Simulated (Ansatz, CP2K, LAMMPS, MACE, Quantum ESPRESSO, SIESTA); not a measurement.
**Amorphous Si0.75Ge0.25 (72 atoms): relaxed, then solved by several programs**

What does relaxation change in amorphous Si0.75Ge0.25 (72 atoms), and how far do other programs agree with plane waves on the relaxed cell?

These are calculated values.

**1. The structure**

The cell holds 72 atoms (54 Si and 18 Ge), with edges of 11.52, 11.52 and 11.52 Å. Recipe: 72 atoms (54 Si, 18 Ge) placed at random at 3.07 g/cm³, melted at 3500 K for 10 ps at fixed volume with the Tersoff potential (Tersoff, Phys. Rev. B 39, 5566 (1989)). Quenched from 3500 K to 300 K at 20 K/ps and fixed volume, annealed at 800 K for 20 ps, held 5 ps, then minimised at fixed cell. Then the atoms were relaxed with MACE MP-0b3 medium in the fixed cell. Then the atoms were relaxed with CP2K double zeta, PBE.

**2. The relaxation**

CP2K double zeta (DZVP-MOLOPT-SR, GTH-PBE potentials, 280 Ry; k-points Γ) took 34 geometry steps and reached its thresholds. It started from the geometry that MACE MP-0b3 medium had relaxed.

The job ended after 12 min (4 MPI ranks of Arm Neoverse V2, shared host; peak memory 2.6 GiB).

|  | before | after |
| --- | --- | --- |
| energy (meV/atom) | 0 | -30.6 |
| Si-Si bonds under 2.77 Å | 85 at 2.403 Å | 82 at 2.376 Å |
| Si-Ge bonds under 2.88 Å | 56 at 2.484 Å | 54 at 2.459 Å |
| Ge-Ge bonds under 3.02 Å | 10 at 2.533 Å | 9 at 2.509 Å |

Atoms moved by 0.31 Å r.m.s. and 0.94 Å at most, with the common shift taken off.

**3. Local order after relaxation**

Density 3.07 g/cm³, 21.24 Å³ an atom.

g(r), total and by pair (bins of 0.1 Å):

| r (Å) | total | Si-Si | Si-Ge | Ge-Ge |
| --- | --- | --- | --- | --- |
| 2.15 | 0.00 | 0.00 | 0.00 | 0.00 |
| 2.25 | 0.18 | 0.32 | 0.00 | 0.00 |
| 2.35 | 6.02 | 8.76 | 2.91 | 0.00 |
| 2.45 | 4.03 | 2.67 | 5.49 | 7.46 |
| 2.55 | 1.24 | 0.39 | 2.33 | 2.27 |
| 2.65 | 0.13 | 0.00 | 0.17 | 1.05 |
| 2.75 | 0.13 | 0.00 | 0.34 | 0.00 |
| 2.85 | 0.00 | 0.00 | 0.00 | 0.00 |
| 2.95 | 0.05 | 0.10 | 0.00 | 0.00 |
| 3.05 | 0.15 | 0.00 | 0.40 | 0.00 |
| 3.15 | 0.09 | 0.08 | 0.12 | 0.00 |
| 3.25 | 0.36 | 0.32 | 0.47 | 0.00 |
| 3.35 | 0.59 | 0.60 | 0.67 | 0.00 |
| 3.45 | 0.98 | 1.05 | 0.73 | 1.88 |
| 3.55 | 1.23 | 1.20 | 1.18 | 1.76 |
| 3.65 | 1.62 | 1.63 | 1.88 | 0.00 |
| 3.75 | 1.87 | 1.90 | 2.04 | 0.54 |
| 3.85 | 1.43 | 1.35 | 1.69 | 0.51 |
| 3.95 | 1.78 | 1.66 | 1.77 | 2.87 |
| 4.05 | 1.49 | 1.68 | 1.30 | 0.91 |
| 4.15 | 1.58 | 1.50 | 1.68 | 1.75 |
| 4.25 | 0.94 | 0.74 | 1.19 | 1.25 |
| 4.35 | 1.07 | 1.02 | 1.19 | 0.80 |
| 4.45 | 1.02 | 0.72 | 1.39 | 1.51 |
| 4.55 | 0.91 | 0.89 | 0.91 | 1.08 |
| 4.65 | 0.59 | 0.69 | 0.47 | 0.34 |
| 4.75 | 0.60 | 0.67 | 0.45 | 1.00 |
| 4.85 | 0.82 | 0.85 | 0.74 | 0.96 |
| 4.95 | 0.73 | 0.68 | 0.87 | 0.31 |
| 5.05 | 0.90 | 1.02 | 0.74 | 0.88 |
| 5.15 | 0.95 | 0.91 | 0.99 | 1.13 |
| 5.25 | 0.99 | 1.03 | 0.96 | 0.82 |
| 5.35 | 0.84 | 0.88 | 0.83 | 0.53 |
| 5.45 | 1.11 | 1.01 | 1.22 | 1.26 |
| 5.55 | 1.16 | 0.97 | 1.38 | 1.46 |
| 5.65 | 1.27 | 1.46 | 0.98 | 1.17 |
| 5.75 | 1.26 | 1.36 | 1.10 | 1.37 |

Bonds by pair of elements; cutoffs follow the first minimum of g(r), held within bounds set by covalent radii, and pairs that aren't listed don't count as bonded:

| pair A-B | cutoff (Å) | bonds | mean length (Å) | spread (Å) | shortest (Å) | B about A | A about B |
| --- | --- | --- | --- | --- | --- | --- | --- |
| Si-Si | 2.77 | 82 | 2.38 | 0.053 | 2.29 | 3.04 | 3.04 |
| Si-Ge | 2.88 | 54 | 2.46 | 0.084 | 2.34 | 1 | 3 |
| Ge-Ge | 3.02 | 9 | 2.51 | 0.069 | 2.44 | 1 | 1 |

How many atoms have how many bonded neighbours:

| element | mean | 3 | 4 | 5 |
| --- | --- | --- | --- | --- |
| Ge | 4 | 1 | 16 | 1 |
| Si | 4.04 | 0 | 52 | 2 |

Bond angles, per cent of each kind in bins of 5°:

| angle (°) | Si-Si-Si | Ge-Si-Si | Si-Ge-Si | Ge-Ge-Si | Ge-Si-Ge |
| --- | --- | --- | --- | --- | --- |
| 70–75 | 0.0 | 0.0 | 0.0 | 2.3 | 0.0 |
| 75–80 | 1.1 | 1.5 | 0.0 | 0.0 | 0.0 |
| 80–85 | 1.6 | 1.5 | 3.3 | 9.1 | 6.2 |
| 85–90 | 2.7 | 3.8 | 3.3 | 2.3 | 18.8 |
| 90–95 | 5.5 | 7.5 | 11.7 | 9.1 | 12.5 |
| 95–100 | 13.7 | 9.8 | 8.3 | 13.6 | 12.5 |
| 100–105 | 15.3 | 17.3 | 10.0 | 13.6 | 0.0 |
| 105–110 | 15.8 | 10.5 | 11.7 | 15.9 | 12.5 |
| 110–115 | 12.0 | 12.8 | 18.3 | 13.6 | 25.0 |
| 115–120 | 13.7 | 14.3 | 8.3 | 11.4 | 0.0 |
| 120–125 | 7.1 | 11.3 | 3.3 | 4.5 | 6.2 |
| 125–130 | 6.6 | 6.0 | 5.0 | 2.3 | 0.0 |
| 130–135 | 1.6 | 1.5 | 11.7 | 2.3 | 0.0 |
| 135–140 | 2.2 | 0.8 | 1.7 | 0.0 | 6.2 |
| 140–145 | 0.0 | 0.0 | 3.3 | 0.0 | 0.0 |
| 145–150 | 0.5 | 0.8 | 0.0 | 0.0 | 0.0 |
| 150–155 | 0.0 | 0.0 | 0.0 | 0.0 | 0.0 |
| 155–160 | 0.0 | 0.8 | 0.0 | 0.0 | 0.0 |
| 160–165 | 0.0 | 0.0 | 0.0 | 0.0 | 0.0 |
| 165–170 | 0.5 | 0.0 | 0.0 | 0.0 | 0.0 |

Bond angles (no mean is given where the spread exceeds 20°):

| angle | count | mean (°) | spread (°) |
| --- | --- | --- | --- |
| Si-Si-Si | 183 | 109 | 13.4 |
| Ge-Si-Si | 133 | 109 | 13.5 |
| Si-Ge-Si | 60 | 111 | 15 |
| Ge-Ge-Si | 44 | 104 | 12.8 |
| Ge-Si-Ge | 16 | 103 | 13.9 |

Bond length by coordination (bonds to H left out):

| element | coordination | atoms | mean bond length (Å) |
| --- | --- | --- | --- |
| Ge | 3 | 1 | 2.51 |
| Ge | 4 | 16 | 2.46 |
| Ge | 5 | 1 | 2.56 |
| Si | 4 | 52 | 2.39 |
| Si | 5 | 2 | 2.47 |

Rings of the network by King's shortest-path rule, up to 12 atoms, one path for each pair of neighbours; H, halogens, alkali and alkaline-earth atoms are left out, and the last column divides by all other atoms, bonded or not:

| ring size (atoms) | rings | per network atom |
| --- | --- | --- |
| 4 | 4 | 0.056 |
| 5 | 39 | 0.542 |
| 6 | 43 | 0.597 |
| 7 | 44 | 0.611 |
| 8 | 3 | 0.042 |

For some of the pairs, g(r) has its first main peak near 2.4 Å (Si-Si), 2.4 Å (Si-Ge) and 2.5 Å (Ge-Ge). By these cutoffs 89 % of Ge atoms have 4 and 96 % of Si atoms have 4 bonded neighbours. The Si-Si-Si angle averages 109° with a spread of 13°. Rings of 7 atoms are the most common (33 % of those counted); sizes run from 4 to 8.

**4. The plane-wave reference**

Quantum ESPRESSO 7.5: Kohn-Sham DFT, PBE, SSSP efficiency 1.3.0 pseudopotentials, plane waves. Its input for the relaxed cell:

```
&control
  calculation = 'scf'
  pseudo_dir = './pseudo'
  outdir = './tmp'
  disk_io = 'none'
  tprnfor = .true.
  tstress = .true.
/
&system
  ibrav = 0
  nat = 72
  ntyp = 2
  ecutwfc = 45
  ecutrho = 360
  nosym = .true.
  occupations = 'smearing'
  smearing = 'fd'
  degauss = 0.003675
/
&electrons
  conv_thr = 3.6e-07
  electron_maxstep = 100
  mixing_beta = 0.2
  mixing_mode = 'local-TF'
  diagonalization = 'david'
/
ATOMIC_SPECIES
Si 28.085 Si.upf
Ge 72.630 Ge.upf
CELL_PARAMETERS angstrom
11.52190 0.00000 0.00000
0.00000 11.52190 0.00000
0.00000 0.00000 11.52190
ATOMIC_POSITIONS crystal
Si 0.79830 0.24114 0.53175
Si 0.19540 0.75782 0.44494
Si 0.38000 0.14497 0.07553
[... 67 atom lines left out ...]
Ge 0.71797 0.25414 0.08517
Ge 0.22006 0.29671 0.52250
K_POINTS gamma
```

Run time: 2.6 min. Hardware: 4 MPI ranks of Arm Neoverse V2, shared host; peak memory 4.1 GiB; 11 min of CPU time.

**5. Side by side**

CPU times are from a shared host and are rough.

| level | basis or training data | k-points | own r.m.s. force (meV/Å) | difference from the reference (meV/Å) | pressure (GPa) | CPU time | memory (GiB) |
| --- | --- | --- | --- | --- | --- | --- | --- |
| QE, PBE | plane waves, SSSP efficiency, 45/360 Ry | Γ | 33 | - | 1.04 | 11 min | 4.1 |
| CP2K triple zeta, PBE | TZV2P-UZH, GTH-PBE potentials, 350 Ry | Γ | 19 | 27 | 0.93 | 10 min | 4.5 |
| SIESTA DZP, PBE | DZP orbitals, shift 0.01 Ry, mesh 250 Ry | Γ | 75 | 85 | 1.71 | 5.6 min | 1.9 |
| MACE MP-0b3 medium | trained on PBE(+U) plane-wave data | - | 147 | 146 | 0.41 | 6.8 s | 0.85 |

**6. What came out**

Relaxation in the fixed cell lowers the energy by 31 meV/atom at its own level and moves atoms by up to 0.94 Å. By the cutoffs of the final cell 2 bonds formed and 8 were lost, leaving 145. The reference finds an r.m.s. force of 33 meV/Å there and a pressure of 1.04 GPa, at a geometry that CP2K double zeta made.

Forces differ from the reference's by 27 meV/Å (CP2K triple zeta, PBE), 85 meV/Å (SIESTA DZP, PBE) and 146 meV/Å (MACE MP-0b3 medium). CP2K double zeta is at its own minimum here, so the reference's force is itself a measure of how the two differ. Pressures lie -0.6 GPa (MACE MP-0b3 medium), -0.1 GPa (CP2K triple zeta, PBE) and +0.7 GPa (SIESTA DZP, PBE) from the reference's. The levels on either side of half filling lie 0.28 eV apart in the reference, but the smearing leaves some partly filled, so none is tabled. By these cutoffs 89 % of Ge atoms have 4 and 96 % of Si atoms have 4 bonded neighbours. Rings of 7 atoms are the most common (33 % of those counted); sizes run from 4 to 8.

Caveats: The density was set by the recipe and held. One sample of a disordered cell; defect or tail levels can set the gap. The quench rate of 20 K/ps is many orders above laboratory rates, so the cell is likely richer in defects and strain than a real sample. The reference samples only Γ, in a cell whose shortest periodic width is 12 Å. The plane-wave runs aren't exact: their cutoffs and mesh weren't converged further here. SIESTA's automatically made basis is far from complete, and its potentials were converted by us (checked for H, C, O, Si, Ge and Ca alone). Spin–orbit coupling is left out. Where levels are smeared, the DFT runs use Fermi–Dirac occupations at 580 K (0.05 eV), and energies are free energies.

[Logs are printed without paths, hosts, clocks, repeated set-up lines and the standing remarks that a program may print on its own settings, such as how far it seeks lower states.]

[Hosts, paths, dates, database ids (printed as entryN), source tags and the programs' standing remarks are cut or masked in the printed files.]
